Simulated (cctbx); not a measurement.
**KNaMg2NiH6 across an absorption edge**

Space group Pnma (no. 62), a = 12.0450 Å, b = 8.8270 Å, c = 5.7770 Å, α = 90.00°, β = 90.00°, γ = 90.00°.

```csv
atom,mult.,x,y,z,Ueq (Å²)
Ni1,4,0.9943,3/4,0.0779,0.0114
K1,4,0.8347,3/4,0.4389,0.0095
Mg1,8,0.3736,0.5031,0.5579,0.0147
Na1,4,0.6044,3/4,0.9205,0.0177
H1,8,0.2780,0.5067,0.8576,0.0298
H2,4,0.1215,3/4,0.9675,0.0339
H3,8,0.0182,0.3912,0.7821,0.0325
H4,4,0.8834,3/4,0.8221,0.0366
```

This is a model crystal, built by substitution and not relaxed, with assumed displacement parameters.

Calculated with cctbx: free-atom f′ and f″ from the Sasaki tables, no fine structure; amplitudes in electrons.

| E (eV) | F 2 2 1 | F 3 0 1 | F 4 0 0 | F 2 1 0 |
| --- | --- | --- | --- | --- |
| 7733 | 63.3 | 92.1 | 49.4 | 31.3 |
| 8083 | 63.2 | 89.3 | 52.5 | 31.0 |
| 8213 | 63.1 | 86.8 | 55.2 | 30.8 |
| 8273 | 63.0 | 84.4 | 57.9 | 30.6 |
| 8303 | 62.9 | 81.9 | 60.7 | 30.4 |
| 8318 | 62.8 | 79.4 | 63.5 | 30.2 |
| 8325 | 62.8 | 77.2 | 66.1 | 30.0 |
| 8329 | 62.7 | 74.7 | 68.8 | 29.8 |
| 8337 | 62.7 | 75.8 | 70.4 | 29.9 |
| 8341 | 62.8 | 78.5 | 67.3 | 30.1 |
| 8348 | 62.8 | 80.9 | 64.5 | 30.3 |
| 8363 | 62.9 | 83.6 | 61.5 | 30.6 |
| 8393 | 63.0 | 86.2 | 58.5 | 30.8 |
| 8483 | 63.1 | 89.6 | 54.5 | 31.1 |
| 8733 | 63.2 | 93.4 | 50.1 | 31.4 |

**Question.** Which edge is crossed, and why do the reflections move as they do?

The K edge of Ni. The edge is at 8333 eV. f′ of Ni falls from -3.9 e at 8213 eV to -7.5 e at 4 eV below it, and f″ steps from 0.48 to 3.91 e across it. Over that approach |F| changes by -1 % (2 2 1), -14 % (3 0 1), +25 % (4 0 0) and -3 % (2 1 0): a reflection falls where Ni scatters in phase with the total and rises where it scatters against it; it hardly moves where the Ni term is small or cancels by symmetry. Above the edge the larger f″ enters the imaginary part, where it can add to or cancel the other atoms' f″. The structure is centrosymmetric, so Friedel mates stay equal.

[Logs are printed without paths, hosts, clocks, repeated set-up lines and the standing remarks that a program may print on its own settings, such as how far it seeks lower states.]
